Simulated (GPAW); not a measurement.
# Quasiparticle gap of SiO2 (Quartz) in GPAW, part 2 of 2

Aim: the G0W0 gap of SiO2 (Quartz) on PBE, step by step.

GPAW 26.7.0; PBE and many-body steps on it, plane waves. Known limits of the many-body steps: not at the basis limit; coarse k mesh.

So far. Step 3 (Bands along the symmetry lines): The gap is 6.031 eV, as in the run before at this level. Step 4 (Empty states on the mesh, 3×3×4 mesh, 267 bands): On this mesh the gap is 6.031 eV.

## 5. Screening and self-energy, 3×3×4 mesh, 119 bands, screening to 60 eV

G0W0 replaces the xc potential by the self-energy, built once from these orbitals. Only a window of levels is corrected, while the sums run over the empty bands that the input names.

This step: G0W0 on PBE, plane waves, PAW.

File run.py:

```python
import json
import numpy as np
from gpaw.mpi import world
from gpaw.response.g0w0 import G0W0

gw = G0W0('full.gpw',
    filename='gw',
    kpts=[0, 11],
    bands=(22, 26),
    ecut=60,
    nbands=119,
    integrate_gamma='WS',
    ppa=True)
gw.calculate()
res = {mode: {k: v for k, v in r.items() if k != 'sigma_eskwn'}
       for mode, r in gw.all_results.items()}

if world.rank == 0:
    with open('result.json', 'w') as f:
        json.dump(res, f, default=lambda x: x.tolist())
```

Command:

```sh
$ mpirun -n 4 gpaw python run.py
```

Numbers of over 12 decimals in the logs are rounded to 6 here.

The program printed:

```text
Using integrator: PointIntegrator
FrequencyGridDescriptor(from 0.000+0.000j to 0.000+27.211j eV, 2 points)
Nonperiodic BCs:  [False False False]
Using integrator: PointIntegrator
FrequencyGridDescriptor(from 0.000+0.000j to 0.000+27.211j eV, 2 points)
Nonperiodic BCs:  [False False False]
  ___  _ _ _
 |   || | | |
 | | || | | |
 |__ ||_____|
 |___|

BZ k-points: Symmetries present (total): 2

  [... matrices ...]
36 k-points: 3 x 3 x 4 Monkhorst-Pack grid + [0.000000,0.000000,1/8]
14 k-points in the irreducible part of the Brillouin zone
       k-points in crystal coordinates                weights
   0:     0.00000000    0.00000000    0.00000000          1/36
   1:     0.00000000    0.00000000    0.25000000          2/36
   2:     0.00000000    0.00000000    0.50000000          1/36
   3:     0.33333333   -0.33333333   -0.25000000          2/36
   4:     0.33333333   -0.33333333    0.00000000          2/36
   5:     0.33333333   -0.33333333    0.25000000          2/36
   6:     0.33333333   -0.33333333    0.50000000          2/36
   7:     0.33333333    0.00000000   -0.25000000          4/36
   8:     0.33333333    0.00000000    0.00000000          4/36
   9:     0.33333333    0.00000000    0.25000000          4/36
          ...
  13:     0.33333333    0.33333333    0.50000000          2/36

Distributing spins, k-points and bands (1 x 2 x 4) over 4 processes
Number of blocks: 1

Quasi particle states:
k-points (IBZ indices): [0, 11]
Band range: (22, 26)
  [... matrices ...]
Computational parameters:
Plane wave cut-off: 60 eV
Number of bands: 119
Coulomb cutoff: None
Broadening: 0.1 eV

fxc modes: GW
Kernel: RPA
Using Godby-Needs plasmon-pole approximation:
  Fitting energy: i*E0, E0 = 1.000 Hartree
Summing all q:

Calculating screened Coulomb potential
No Coulomb truncation
FrequencyGridDescriptor(from 0.000+0.000j to 0.000+27.211j eV, 2 points)
Removing empty qpoint cache files...

Calculating chi0 body with:
    Ground state adapter containing:
    Number of spins: 1
    Number of kpoints: 36
    Number of irreducible kpoints: 14
    Number of completely occupied states: 24
    Number of partially occupied states: 24
    Occupied states memory: 9.1875 M / cpu

    Linear response parametrization:
    q_c: [0.0, 0.0, 0.0]
    Number of frequency points: 2
    Planewave cutoff: 60.0
    Number of bands: 119
    Number of planewaves: 121
    Broadening (eta): 1e-06
    comm.size: 4
    kncomm.size: 4
    blockcomm.size: 1

    Memory estimate of potentially large arrays:
        chi0_wGG: 0.446808 M / cpu
Integrating chi0 body.

Symmetries of q_c:
    Direct symmetries (Uq -> q): 2
    Indirect symmetries (TUq -> q): 2
In total 4 allowed symmetries.

  [... matrices ...]
14 groups of equivalent kpoints. 61.111111% reduction.

Integral kind: response function
Integrating chi0 head and wings.

Symmetries of q_c:
    Direct symmetries (Uq -> q): 2
    Indirect symmetries (TUq -> q): 2
In total 4 allowed symmetries.

  [... matrices ...]
14 groups of equivalent kpoints. 61.111111% reduction.

Integral kind: response function wings

Calculating chi0 body with:
    Ground state adapter containing:
    Number of spins: 1
    Number of kpoints: 36
    Number of irreducible kpoints: 14
    Number of completely occupied states: 24
    Number of partially occupied states: 24
    Occupied states memory: 9.1875 M / cpu

[... the further q-points ...]

Results:
f:      Occupation numbers
eps:     KS-eigenvalues [eV]
vxc:     KS vxc [eV]
exx:     Exact exchange [eV]
sigma:   Self-energies [eV]
dsigma:  Self-energy derivatives
Z:       Renormalization factors
qp:      QP-energies [eV]

k-point 0 (0): (0.000, 0.000, 0.000)                GW
band       f     eps     vxc     exx   sigma  dsigma       Z      qp
                                                                   GW
  22   1.000   1.072 -20.351 -26.268   4.152  -0.208   0.828  -0.390
  23   1.000   1.072 -20.351 -26.268   4.152  -0.208   0.828  -0.390
  24   0.000   7.421 -12.354  -7.782  -3.082  -0.139   0.878   8.729
  25   0.000  10.688 -11.940  -6.604  -3.237  -0.148   0.871  12.517

k-point 1 (11): (0.333, 0.333, 0.000)                GW
band       f     eps     vxc     exx   sigma  dsigma       Z      qp
                                                                   GW
  22   1.000   0.949 -20.586 -26.568   4.220  -0.210   0.827  -0.508
  23   1.000   1.390 -20.956 -26.823   4.206  -0.208   0.828   0.014
  24   0.000  10.352 -13.759  -8.453  -3.153  -0.153   0.867  12.218
  25   0.000  10.352 -13.759  -8.453  -3.153  -0.153   0.867  12.218
```

Elapsed: 2.6 min, on 4 MPI ranks of Intel Xeon Platinum 8375C at 2.90GHz (Ice Lake), shared host; peak memory 1.8 GiB; 10 min of CPU time.

Numbers from this step:

* G0W0 gap on the points computed: 8.714 eV
* least direct G0W0 gap on the computed points: 9.119 eV
* Z at the valence top: 0.8278
* Z at the conduction bottom: 0.8779
* starting gap on the mesh: 6.031 eV
* k of the valence top: 0.3333, 0.3333, 0
* k of the conduction bottom: 0, 0, 0

The gap on the mesh goes from 6.03 eV to 8.71 eV, a correction of +2.68 eV.

Limits: finite bands, cutoff and mesh; coarse k mesh. v1 is the top filled band, c1 the lowest empty one. Levels before and after the correction, in eV, zero at the valence-band top of each column:

```
           conduction bottom  valence top
Kohn-Sham               6.03         0.00
     G0W0               8.71         0.00
```

```
                           level  energy (eV)
Kohn-Sham                Γ v2-v1       -0.318
Kohn-Sham                   Γ c1        6.031
Kohn-Sham                   Γ c2        9.298
Kohn-Sham     (0.333 0.333 0) v2       -0.441
Kohn-Sham     (0.333 0.333 0) v1        0.000
Kohn-Sham  (0.333 0.333 0) c1-c2        8.962
     G0W0                Γ v2-v1       -0.404
     G0W0                   Γ c1        8.714
     G0W0                   Γ c2       12.502
     G0W0     (0.333 0.333 0) v2       -0.522
     G0W0     (0.333 0.333 0) v1        0.000
     G0W0  (0.333 0.333 0) c1-c2       12.204
```

## 6. Where the time went

Times are wall times on 4 MPI ranks of Intel Xeon Platinum 8375C at 2.90GHz (Ice Lake), shared host. The host was busy with other work, so they are no guide to cost.

```
                          step     time  share  memory (GiB)
                  ground state     64 s   11 %          0.94
bands along the symmetry lines  2.1 min   22 %           1.1
      empty states on the mesh  3.9 min   40 %           1.4
     screening and self-energy  2.6 min   27 %           1.8
```

## 7. What came out

```
PBE gap              : 6.03 eV, indirect
G0W0 gap on the mesh : 8.71 eV
GW settings          : 3×3×4 mesh, 119 bands, screening to 60 eV, Godby-Needs plasmon pole
known limits         : not at the basis limit; coarse k mesh
```

G0W0 moves the gap on the mesh from 6.03 eV to 8.71 eV (+2.68 eV), with Z of 0.83 and 0.88 at the edges. Only 2 of the mesh's irreducible points were corrected, so a valley elsewhere could overtake. Bands and cutoff are finite, so the gap is not at the basis limit. The miss can reach some tenths of an eV and take either sign; the mesh is an error of its own. These stock PAW sets were not made for GW. In the G0W0 run levels were corrected at 2 k points alone, so a gap called «on the mesh» is the least over those, and an edge elsewhere would be missed. The 3×3×4 mesh is coarse for this cell, which bears on the long-range parts of exchange and screening.

[Paths, hosts, dates, memory and timing lines, banners, echoed tables and standing remarks are left out of the program output.]

[Logs are printed without paths, hosts, clocks, repeated set-up lines and the standing remarks that a program may print on its own settings, such as how far it seeks lower states.]

[Runs of the session that timed out or met a known fault of the program may be left out.]

[Hosts, paths, dates, database ids (printed as entryN), source tags and the programs' standing remarks are cut or masked in the printed files.]
